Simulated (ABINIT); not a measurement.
An input for ABINIT 10.8.3 (SrTiO3 (Tausonite)):

```
acell 3*1.0 Angstrom
rprim 
  3.905280000000 0.000000000000 0.000000000000
  0.000000000000 3.905280000000 0.000000000000
  0.000000000000 0.000000000000 3.905280000000
ntypat 3
znucl 38 22 8
natom 5
typat 1 2 3 3 3
xred 
  0.500000000000 0.500000000000 0.500000000000
  0.000000000000 0.000000000000 0.000000000000
  0.500000000000 0.000000000000 0.000000000000
  0.000000000000 0.500000000000 0.000000000000
  0.000000000000 0.000000000000 0.500000000000
pp_dirpath "pseudos"
pseudos "Sr.upf, Ti.upf, O.upf"
ecut 38
iscf -2
irdden 1
kptopt 0
nkpt 50
kpt 
  0.00000000 0.00000000 0.00000000
  0.00000000 0.06250000 0.00000000
  0.00000000 0.12500000 0.00000000
  0.00000000 0.18750000 0.00000000
  0.00000000 0.25000000 0.00000000
  0.00000000 0.31250000 0.00000000
  0.00000000 0.37500000 0.00000000
  0.00000000 0.43750000 0.00000000
  0.00000000 0.50000000 0.00000000
  0.06250000 0.50000000 0.00000000
  0.12500000 0.50000000 0.00000000
  0.18750000 0.50000000 0.00000000
  0.25000000 0.50000000 0.00000000
  0.31250000 0.50000000 0.00000000
  0.37500000 0.50000000 0.00000000
  0.43750000 0.50000000 0.00000000
  0.50000000 0.50000000 0.00000000
  0.43750000 0.43750000 0.00000000
  0.37500000 0.37500000 0.00000000
  0.31250000 0.31250000 0.00000000
  0.25000000 0.25000000 0.00000000
  0.18750000 0.18750000 0.00000000
  0.12500000 0.12500000 0.00000000
  0.06250000 0.06250000 0.00000000
  0.00000000 0.00000000 0.00000000
  0.06250000 0.06250000 0.06250000
  0.12500000 0.12500000 0.12500000
  0.18750000 0.18750000 0.18750000
  0.25000000 0.25000000 0.25000000
  0.31250000 0.31250000 0.31250000
  0.37500000 0.37500000 0.37500000
  0.43750000 0.43750000 0.43750000
  0.50000000 0.50000000 0.50000000
  0.43750000 0.50000000 0.43750000
  0.37500000 0.50000000 0.37500000
  0.31250000 0.50000000 0.31250000
  0.25000000 0.50000000 0.25000000
  0.18750000 0.50000000 0.18750000
  0.12500000 0.50000000 0.12500000
  0.06250000 0.50000000 0.06250000
  0.00000000 0.50000000 0.00000000
  0.50000000 0.50000000 0.50000000
  0.50000000 0.50000000 0.43750000
  0.50000000 0.50000000 0.37500000
  0.50000000 0.50000000 0.31250000
  0.50000000 0.50000000 0.25000000
  0.50000000 0.50000000 0.18750000
  0.50000000 0.50000000 0.12500000
  0.50000000 0.50000000 0.06250000
  0.50000000 0.50000000 0.00000000
istwfk *1
nband 31
nbdbuf 6
tolwfr 1e-07
nstep 50
prtwf 0
prtvol 0
indata_prefix "in"
outdata_prefix "out"
tmpdata_prefix "tmp"
```

```sh
OMP_NUM_THREADS=1 mpirun -n 4 abinit run.abi > log
```

Q: Estimate wall time and host memory on 4 MPI ranks of Arm Neoverse N1, shared host.

It took 62 s; on shared hardware allow 31 s to 2.1 min. Peak host memory was 0.37 GiB.

[Paths, hosts, dates, memory and timing lines, banners, echoed tables and standing remarks are left out of the program output.]

[Logs are printed without paths, hosts, clocks, repeated set-up lines and the standing remarks that a program may print on its own settings, such as how far it seeks lower states.]

[Runs of the session that timed out or met a known fault of the program may be left out.]

[Hosts, paths, dates, database ids (printed as entryN), source tags and the programs' standing remarks are cut or masked in the printed files.]

[G0W0 gaps are taken among the corrected bands and points alone; a level outside them can change the order at an edge.]

[Where Ansatz stands beside ABINIT at settings called matched, ABINIT's density can come from a denser mesh and the files from another edition; pairs whose starting gaps differed by over 0.03 eV were left out, so agreement reads better than it is.]
